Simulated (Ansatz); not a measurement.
# Starting-point dependence of the GW gap of Cs2AgSbBr6 (Fm-3m), part 2 of 2

One-shot GW is not self-consistent; how far does the start matter for Cs2AgSbBr6 (Fm-3m)?

Ansatz 0.2.0; G0W0 on several functionals, plane waves, PAW. Known limits of the many-body steps: not at the basis limit; d shell near the gap, gap tends to lie low; no spin-orbit coupling; coarse k mesh.

So far. Step 2 (G0W0 on r2SCAN): The gap on the mesh goes from 1.18 eV to 1.94 eV, a correction of +0.76 eV. Between the two edge states, bare exchange in place of the xc potential would open the gap by 6.14 eV, and correlation takes back 5.38 eV.

In doubt: masses and optical values from hybrid runs of this build are listed as unsure (steps 3, 4), which bears on the screening that GW takes from such a start; one-shot GW on d or f shells is unsure, so the values of those runs are not to be relied on.

**3. G0W0 on HSE06**

The same correction from a different start measures what one shot leaves open.

This step: G0W0 on HSE06, plane waves, PAW; PAW set soft_1.

input.yaml reads:

```yaml
crystal:
  lattice:
    - [0.0, 5.689253, 5.689253]
    - [5.689253, 0.0, 5.689253]
    - [5.689253, 5.689253, 0.0]
  atoms:
    - { symbol: Cs, position: [0.75, 0.75, 0.75] }
    - { symbol: Cs, position: [0.25, 0.25, 0.25] }
    - { symbol: Ag, position: [0.5, 0.5, 0.5] }
    - { symbol: Sb, position: [0.0, 0.0, 0.0] }
    - { symbol: Br, position: [0.751554, 0.248446, 0.248446] }
    - { symbol: Br, position: [0.248446, 0.248446, 0.751554] }
    - { symbol: Br, position: [0.248446, 0.751554, 0.751554] }
    - { symbol: Br, position: [0.248446, 0.751554, 0.248446] }
    - { symbol: Br, position: [0.751554, 0.248446, 0.751554] }
    - { symbol: Br, position: [0.751554, 0.751554, 0.248446] }
kpoints:
  mp_grid: { grid: [2, 2, 2] }
hamiltonian:
  xc: hse06
  pseudopotentials: { kind: paw, azcp: { folder: soft_1 } }
scf:
  occupations: { method: fixed }
gw:
  n_empty_bands: 1099
  ecut_chi: 120.0
  qp_bands: [v3, c3]
  qp_kpoints: band_edges
  screening: { model: contour_deformation }
```

Command:

```
$ ansatz run input.yaml --threads 3 --pin off --max-ram 92160MiB --backend cuda --events-out ev --progress --plain --runs-dir out --devices 1 --max-vram 13GiB
```

Numbers of over 12 decimals in the logs are rounded to 6 here.

The log of the run:

```text
GPUs: using 1 of 1 available (devices: 1).
[...]
davidson cushion auto → on  (no smearing: the cushion is to keep the highest requested band from converging to the state above it; pin scf.eigensolver.cushion to override)
[...]
GPU FFT provider: cuFFT
GPU libraries: cuBLAS 13.8.2, cuFFT 12.4.0, cuSOLVER 12.3.4
Crystal: 10 atoms, lattice volume = 368.295 Å³
Basis set: ecut = 420 eV, 7239 PW (Γ)
Bands: 57, of which v1, the nominal top of the filled ones, is band 47 counted from 1 (46 counted from 0)
Symmetry: 48 space group operations
[...]
k-points: 3 of 8
[...]
GPU buffer pool allocated for 157464 grid points (all kernels)
[...]
SCF iter   1: F=—  HF=-42129.288928 eV  |F-HF|=—  |Δ(HF+E_count)|=         —  Δρ=2.88e-2  dr2=6.34e0  ethr=1.00e-1  ⟨swp⟩=7.3  Hψ=515  notcnv=0
[...]
SCF iter   7: F=-42126.904039 eV  HF=-42126.904029 eV  |F-HF|=1.06e-5  |Δ(HF+E_count)|=   1.80e-4  Δρ=7.11e-5  dr2=1.53e-5  ethr=3.65e-7  ⟨swp⟩=4.3  Hψ=482  notcnv=0
SCF 1 stopped early in 7 iterations: F = -42126.904039 eV  dr2 = 1.53e-5
[...]
GPU FFT provider: cuFFT
GPU libraries: cuBLAS 13.8.2, cuFFT 12.4.0, cuSOLVER 12.3.4
[...]
GPU buffer pool allocated for 157464 grid points (all kernels)
[...]
band pass: the eigensolver left bands unlocked in 1 slot; of largest residual, k=1: 1 band unlocked, the lowest band 1150 (counted from 1), max residual 8.81e-4 eV over all its bands; `*` marks the rows of those k-points, and any row can be off: every row's sums read bands of every k-point
[...]
0    45      1.8619   -19.8024     2.3913   -16.8192  0.7665     1.2624     1.2701  root
     0    46      2.1738   -24.9339     2.6444   -22.0277  0.7665     1.9108     1.9121  root
     0    47      2.1738   -24.9339     2.6444   -22.0277  0.7665     1.9108     1.9121  root
     0    48      6.1179    -9.2325    -3.4171   -12.9135  0.7937     6.3829     6.3818  root
     0    49      6.1179    -9.2325    -3.4171   -12.9135  0.7937     6.3829     6.3818  root
     0    50      6.1179    -9.2325    -3.4171   -12.9135  0.7937     6.3829     6.3818  root
     1    45      1.7328   -21.4492     2.5440   -18.4326  0.7646     1.2543     1.2602  root *
     1    46      1.7328   -21.4492     2.5440   -18.4326  0.7646     1.2543     1.2602  root *
     1    47      2.3038   -18.2513     1.2400   -16.5630  0.7791     1.8522     1.8556  root *
     1    48      5.0840    -9.1345    -3.4488   -12.8197  0.7990     5.3211     5.3203  root *
     1    49      7.3686   -11.7331    -3.5047   -15.5732  0.7723     7.7065     7.7039  root *
     1    50      7.3686   -11.7331    -3.5047   -15.5732  0.7723     7.7065     7.7039  root *
     2    45      1.8479   -19.7572     2.3873   -16.7773  0.7665     1.2477     1.2554  root
     2    46      2.1678   -24.9400     2.6495   -22.0285  0.7663     1.9046     1.9059  root
     2    47      3.4205   -22.0429     1.5339   -20.1925  0.7822     3.1027     3.1042  root
     2    48      6.5451    -9.9317    -3.5040   -13.7202  0.7866     6.8310     6.8296  root
     2    49      6.5451    -9.9317    -3.5040   -13.7202  0.7866     6.8310     6.8296  root
     2    50      6.8693   -10.3376    -3.5875   -14.2237  0.7810     7.1695     7.1679  root
[key lines of the parts left out:]
Free energy (F): -42155.875823 eV
Fermi energy:    3.420547 eV
```

The job ended after 2.9 min (1 × NVIDIA H100 80GB HBM3 (shared by 6 runs) with 3 threads of AMD EPYC 7R13 (Zen 3), shared host; peak memory 2.4 GiB; 3.8 min of CPU time).

Numbers from this step:

```
bands summed                                 : 1146
RPA ε∞ on this mesh (eigenvalues)            : 4.451, 4.451, 4.451
plane waves in the screening matrix          : 1067
q-points in the mesh                         : 8
G0W0 gap on the mesh                         : 2.216 eV
k of the valence top                         : 0, -0.5, -0.5
k of the conduction bottom                   : 0, 0, -0.5
starting gap on the mesh                     : 1.663 eV
Z at the valence top                         : 0.7822
Z at the conduction bottom                   : 0.7990
least direct G0W0 gap on the computed points : 3.465 eV
```

Against the run with 2×2×2 mesh, 1099 empty bands, screening to 120 eV, PAW set soft_1 files on r2SCAN, the gap moves by +0.27 eV, while the start moved by +0.48 eV.

**4. G0W0 on PBE0**

This step: G0W0 on PBE0, plane waves, PAW; PAW set soft_1.

input.yaml: that of step 3 with these lines changed.

```diff
@@ -19,3 +19,3 @@
 hamiltonian:
-  xc: hse06
+  xc: pbe0
   pseudopotentials: { kind: paw, azcp: { folder: soft_1 } }
```

The log of the run:

```text
GPUs: using 1 of 1 available (devices: 1).
[...]
GPU FFT provider: cuFFT
GPU libraries: cuBLAS 13.8.2, cuFFT 12.4.0, cuSOLVER 12.3.4
Crystal: 10 atoms, lattice volume = 368.295 Å³
Basis set: ecut = 420 eV, 7239 PW (Γ)
Bands: 57, of which v1, the nominal top of the filled ones, is band 47 counted from 1 (46 counted from 0)
Symmetry: 48 space group operations
[...]
k-points: 3 of 8
[...]
1    45      1.3482   -21.4708     2.3869   -18.8301  0.7821     1.0933     1.0943  root
     1    46      1.3482   -21.4708     2.3869   -18.8301  0.7821     1.0933     1.0943  root
[...]
2    47      3.0807   -22.0353     1.4330   -20.5046  0.7999     2.9830     2.9831  root
     2    48      6.8817    -9.9025    -3.3895   -13.3509  0.8050     6.9406     6.9406  root
     2    49      6.8817    -9.9025    -3.3895   -13.3509  0.8050     6.9406     6.9406  root
     2    50      7.2137   -10.3115    -3.4664   -13.8491  0.8001     7.2849     7.2848  root
[key lines of the parts left out:]
Free energy (F): -42151.929492 eV
Fermi energy:    3.080711 eV
```

Run time: 1.7 min. Hardware: 1 × NVIDIA H100 80GB HBM3 (shared by 6 runs) with 3 threads; peak memory 2.4 GiB; 2.4 min of CPU time.

This step gave:

- bands summed: 1146
- RPA ε∞ on this mesh (eigenvalues): 3.966, 3.966, 3.966
- plane waves in the screening matrix: 1067
- G0W0 gap on the mesh: 2.436 eV
- k of the valence top: 0, -0.5, -0.5
- k of the conduction bottom: 0, 0, -0.5
- starting gap on the mesh: 2.322 eV
- least direct G0W0 gap on the computed points: 3.690 eV

Against the run with 2×2×2 mesh, 1099 empty bands, screening to 120 eV, PAW set soft_1 files on HSE06, the gap moves by +0.22 eV, while the start moved by +0.66 eV.

**5. Side by side**

All on the 2×2×2 mesh with 1099 empty bands and screening to 120 eV. Times are wall times on 1 × NVIDIA H100 80GB HBM3 (shared by 6 runs) with 3 threads of AMD EPYC 7R13 (Zen 3), shared host, good to a factor of about two.

```tsv
start	starting gap (eV)	shift (eV)	G0W0 gap (eV)	RPA ε∞ (harmonic mean)	Z (valence, conduction)	time
r2SCAN	1.18	+0.76	1.94	5.27	0.76, 0.78	26 s
HSE06	1.66	+0.55	2.22	4.45	0.78, 0.80	2.9 min
PBE0	2.32	+0.11	2.44	3.97	0.80, 0.82	1.7 min
```

The parts of the quasiparticle energy at the two band edges (eV; QP = start + Σx + Σc − Vxc):

```tsv
run	edge	start	Σx	Σc	Vxc	Z	QP
r2SCAN	valence top	3.75	-23.07	1.86	-20.75	0.76	3.28
r2SCAN	conduction bottom	4.94	-9.35	-3.52	-13.16	0.78	5.23
HSE06	valence top	3.42	-22.04	1.53	-20.19	0.78	3.10
HSE06	conduction bottom	5.08	-9.13	-3.45	-12.82	0.80	5.32
PBE0	valence top	3.08	-22.04	1.43	-20.50	0.80	2.98
PBE0	conduction bottom	5.40	-9.11	-3.35	-12.48	0.82	5.42
```

For a hybrid start, Vxc holds its share of exact exchange.

**6. What came out**

| Property | Result |
| --- | --- |
| G0W0@r2SCAN | 1.94 eV (start 1.18 eV) |
| G0W0@HSE06 | 2.22 eV (start 1.66 eV) |
| G0W0@PBE0 | 2.44 eV (start 2.32 eV) |
| known limits | not at the basis limit; d shell near the gap, gap tends to lie low; no spin-orbit coupling; coarse k mesh |

**Reading.** The starting gaps span 1.14 eV and the G0W0 gaps 0.49 eV. Between r2SCAN and PBE0, 0.49 eV of the 1.14 eV survives, 43 %. PBE0 screens less than r2SCAN (ε∞ 3.97 against 5.27). Of the 0.49 eV by which its G0W0 gap is higher, the correlation part gives +0.59 eV, and exchange with the one-particle terms, which follow the orbitals, −0.10 eV. The smallest correction, +0.11 eV, is on PBE0, the start nearest to reproducing itself. Bands and cutoff are finite, so the gap is not at the basis limit. The miss can reach some tenths of an eV and take either sign; the mesh is an error of its own. The 2×2×2 mesh is coarse for this cell (its supercell is 16 Å along the shortest edge). The RPA ε∞ on it, from the r2SCAN start, is 5.27; such meshes misread the long-range screening, most where the gap is narrow. The program warns that the mesh is coarse for exact exchange, which bears on the hybrid start's gap. A d shell, filled or nearly so, lies near the gap. One-shot GW converges very slowly in bands there, not always from below, and on a semilocal start the gap tends to come out low; starts rich in exact exchange can overshoot instead. The many-body steps are scalar-relativistic: spin-orbit coupling is not in them.

[Paths, hosts, dates, memory and timing lines, banners, echoed tables and standing remarks are left out of the program output.]

[Logs are printed without paths, hosts, clocks, repeated set-up lines and the standing remarks that a program may print on its own settings, such as how far it seeks lower states.]

[Runs of the session that timed out or met a known fault of the program may be left out.]

[Cells called generated may have been cut or substituted from an entry of the Crystallography Open Database or the Materials Project.]

[Hosts, paths, dates, database ids (printed as entryN), source tags and the programs' standing remarks are cut or masked in the printed files.]
